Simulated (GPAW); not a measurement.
# MoSi2As4 monolayer: work function by functional and basis, part 2 of 2

Aim: the work function of both faces of MoSi2As4 monolayer, and its spread over functionals and bases. Where a layer proves gapped, the work function hangs on where the smearing puts the Fermi level, and the band edges take its place.

GPAW 26.7.0; GPAW, PAW setups; layer in a repeated cell with vacuum, relaxation of atoms and in-plane cell (the session's first sound run).

So far, upper work function (eV): step 3 (the slab's potential, PBE, GPAW) 4.59; step 4 (self-consistent run: xc = "RPBE") 4.48; step 5 (OptPBE vdW: xc = "optPBE-vdW", GPAW, PAW setups, GPAW) 4.81; step 6 (self-consistent run: xc = "vdW-DF2", GPAW, PAW setups, GPAW) 5.03; step 7 (self-consistent run: xc = "LDA") 4.85.

### Step 8. Self-consistent run: xc = "revPBE"

The same geometry under revPBE, to see how far the functional moves the levels against the vacuum.

Input file run.py:

```python
import json
import numpy as np
from ase import Atoms
from gpaw import GPAW, PW

slab = Atoms(
    ['As', 'Si', 'As', 'Mo', 'As', 'Si', 'As'],
    positions=[
        [-0.00000, 0.00000, 8.00000],
        [0.00000, 2.08460, 9.12704],
        [0.00000, 2.08460, 11.50288],
        [0.00000, 0.00000, 12.99980],
        [0.00000, 2.08460, 14.49672],
        [0.00000, 2.08460, 16.87256],
        [-0.00000, 0.00000, 17.99960]],
    cell=[[3.61064, -0.0, 0.0], [-1.80532, 3.1269, 0.0], [0.0, 0.0, 25.9996]],
    pbc=[True, True, False])

slab.calc = GPAW(mode=PW(400), xc='revPBE', kpts={'size': (9, 9, 1), 'gamma': True},
                 occupations={'name': 'fermi-dirac', 'width': 0.05}, nbands='200%',
                 convergence={'density': 1e-05}, maxiter=200,
                 poissonsolver={'dipolelayer': 'xy'},
                 symmetry={'tolerance': 1e-3}, txt='slab.txt')
result = {}
energy = slab.get_potential_energy()
fermi = slab.calc.get_fermi_level()
v = slab.calc.get_electrostatic_potential().mean((0, 1)) - fermi
n = slab.calc.get_pseudo_density().mean((0, 1))
L = slab.cell[2, 2]
z = np.arange(len(v)) * L / len(v)
low, high = slab.positions[:, 2].min(), slab.positions[:, 2].max()
below, above = np.interp([low - 5.8, high + 5.8], z, v)
slopes = [np.interp(x, z, np.gradient(v, z)) for x in (low - 5.8, high + 5.8)]
eps = np.array([[slab.calc.get_eigenvalues(k, s) for k in range(len(slab.calc.get_ibz_k_points()))]
                for s in range(slab.calc.get_number_of_spins())]) - fermi
top, bottom = eps[eps < 0].max(), eps[eps > 0].min()
dipole = slab.get_dipole_moment()[2]
print(f'energy {energy:.4f} eV, Fermi level {fermi:.4f} eV, dipole {dipole:.5f} e A')
print(f'potential 5.8 A off the faces, from the Fermi level: lower {below:.4f} eV, upper {above:.4f} eV')
print(f'slope of the potential there: lower {slopes[0]:.5f}, upper {slopes[1]:.5f} eV/A')
print(f'nearest levels on the mesh: {top:.4f} and {bottom:.4f} eV')
print('magnetic moment', round(slab.get_magnetic_moment(), 3))
result.update(energy=energy, fermi=fermi, dipole=dipole, below=below, above=above, slopes=slopes, edges=[top, bottom],
              z=z.tolist(), v=v.tolist(), n=n.tolist(), positions=slab.positions.tolist(),
              forces=slab.get_forces(apply_constraint=False).tolist(), moments=slab.get_magnetic_moments().tolist())
json.dump(result, open('result.json', 'w'))
```

The run is started by

```bash
> OMP_NUM_THREADS=1 OPENBLAS_NUM_THREADS=1 python run.py
```

The job ended after 2 min (1 thread of Arm Neoverse N1, shared host; peak memory 0.25 GiB).

This step gave:

- dipole along the normal: -1.33e-4 e·Å
- levels nearest the Fermi level on the mesh: -0.3799, 0.3761 eV from the Fermi level
- upper work function: 4.487 eV
- lower work function: 4.487 eV
- upper ionisation energy: 4.867 eV

The highest filled level lies 0.380 eV under the Fermi level, so the ionisation energy from the upper face is 4.487 + 0.380 = 4.867 eV, against 4.968 eV in the base run.

### Step 9. Real-space grid: mode = "fd"

A real-space grid is a second complete basis, so it checks the plane-wave result.

Edit run.py of step 8 so:

```diff
@@ -3,3 +3,3 @@
 from ase import Atoms
-from gpaw import GPAW, PW
+from gpaw import GPAW
 
@@ -18,3 +18,3 @@
 
-slab.calc = GPAW(mode=PW(400), xc='revPBE', kpts={'size': (9, 9, 1), 'gamma': True},
+slab.calc = GPAW(mode='fd', h=0.18, xc='PBE', kpts={'size': (9, 9, 1), 'gamma': True},
                  occupations={'name': 'fermi-dirac', 'width': 0.05}, nbands='200%',
```

Elapsed: 5 min, on 1 thread; peak memory 0.68 GiB.

Numbers from this step:

```yaml
dipole_along_the_normal: 1.79e-5 e·Å
levels_nearest_the_fermi_level_on_the_mesh: -0.3808, 0.3755 eV from the Fermi level
upper_work_function: 4.590 eV
lower_work_function: 4.590 eV
upper_ionisation_energy: 4.971 eV
```

The highest filled level lies 0.381 eV under the Fermi level, so the ionisation energy from the upper face is 4.590 + 0.381 = 4.971 eV, against 4.968 eV in the base run.

### Step 10. Atomic orbitals: mode = "lcao"

Atom-centred orbitals end a few angstrom from the surface, which tests how much the density's tail matters.

Edit run.py of step 9 so:

```diff
@@ -18,4 +18,4 @@
 
-slab.calc = GPAW(mode='fd', h=0.18, xc='PBE', kpts={'size': (9, 9, 1), 'gamma': True},
-                 occupations={'name': 'fermi-dirac', 'width': 0.05}, nbands='200%',
+slab.calc = GPAW(mode='lcao', basis='dzp', h=0.18, xc='PBE', kpts={'size': (9, 9, 1), 'gamma': True},
+                 occupations={'name': 'fermi-dirac', 'width': 0.05}, nbands='120%',
                  convergence={'density': 1e-05}, maxiter=200,
```

It took 4.5 min on 1 thread; peak memory 0.33 GiB.

This step gave:

```
dipole along the normal                    : 1.77e-5 e·Å
levels nearest the Fermi level on the mesh : -0.3897, 0.3906 eV from the Fermi level
upper work function                        : 4.369 eV
lower work function                        : 4.369 eV
upper ionisation energy                    : 4.758 eV
```

The highest filled level lies 0.390 eV under the Fermi level, so the ionisation energy from the upper face is 4.369 + 0.390 = 4.758 eV, against 4.968 eV in the base run.

### Step 11. The ladder

Times are for 1 thread of Arm Neoverse N1, shared host. Results by setting:

| no. | run | upper ionisation energy (eV) | time | memory (GiB) |
| --- | --- | --- | --- | --- |
| 1 | pw | 4.968 | 2 min | 0.25 |
| 2 | RPBE | 4.864 | 2 min | 0.25 |
| 3 | optPBE vdW | 5.197 | 2.4 min | 0.45 |
| 4 | vdW DF2 | 5.335 | 3.2 min | 0.45 |
| 5 | LDA | 5.234 | 1.9 min | 0.25 |
| 6 | revPBE | 4.867 | 2 min | 0.25 |
| 7 | fd | 4.971 | 5 min | 0.68 |
| 8 | lcao | 4.758 | 4.5 min | 0.33 |

### Step 12. Side by side

Results and costs are gathered.

This step: comparison of work functions, dipole and cost (GPAW 26.7.0).

Ladder, by row:

| step | code | work function, upper (eV) | work function, lower (eV) | dipole (e Å) | wall time (s) | peak memory (GiB) | threads |
| --- | --- | --- | --- | --- | --- | --- | --- |
| pw | GPAW | 4.587 | 4.587 | -1.35e-4 | 118.6 | 0.25 | 1 |
| RPBE | GPAW | 4.485 | 4.485 | -1.33e-4 | 118.8 | 0.25 | 1 |
| optPBE-vdW | GPAW | 4.813 | 4.813 | -1.33e-4 | 141.3 | 0.45 | 1 |
| vdW-DF2 | GPAW | 5.027 | 5.027 | -1.33e-4 | 190.2 | 0.45 | 1 |
| LDA | GPAW | 4.849 | 4.849 | -1.39e-4 | 111.4 | 0.25 | 1 |
| revPBE | GPAW | 4.487 | 4.487 | -1.33e-4 | 120.5 | 0.25 | 1 |
| fd | GPAW | 4.59 | 4.59 | 1.79e-5 | 301.5 | 0.68 | 1 |
| lcao | GPAW | 4.369 | 4.369 | 1.77e-5 | 272.5 | 0.33 | 1 |

### Step 13. Results

| Quantity | Value |
| --- | --- |
| work function, both faces (Fermi level placed in the gap by the smearing) | 4.59 eV |
| ionisation energy from the upper face (highest filled level on the mesh) | 4.97 eV |
| electron affinity from the upper face (lowest empty Kohn-Sham level on the mesh) | 4.21 eV |
| dipole along the normal | -1.3e-4 e Å, near the numerical noise |

With plane waves and PBE the ionisation energy from the upper face is 4.97 eV and the Kohn-Sham electron affinity 4.21 eV. The levels nearest the Fermi level on the mesh lie 0.757 eV apart, so the slab is gapped there: the smearing puts the Fermi level inside the gap, and from either face the ionisation energy is the work function plus 0.38 eV. Both are Kohn-Sham levels on the mesh, and semilocal gaps are too small, so the affinity tends to come out too large and the ionisation energy too small. Work functions of a gapped slab move with the place of the Fermi level in the gap; over the runs without a planted fault the highest filled level on the mesh lies 4.76 (lcao) to 5.33 eV (vdW-DF2) under the upper vacuum level. The layer's cell and atoms come from the relaxation; spin-orbit coupling and temperature are left out.

[Logs are printed without paths, hosts, clocks, repeated set-up lines and the standing remarks that a program may print on its own settings, such as how far it seeks lower states.]

[Hosts, paths, dates, database ids (printed as entryN), source tags and the programs' standing remarks are cut or masked in the printed files.]
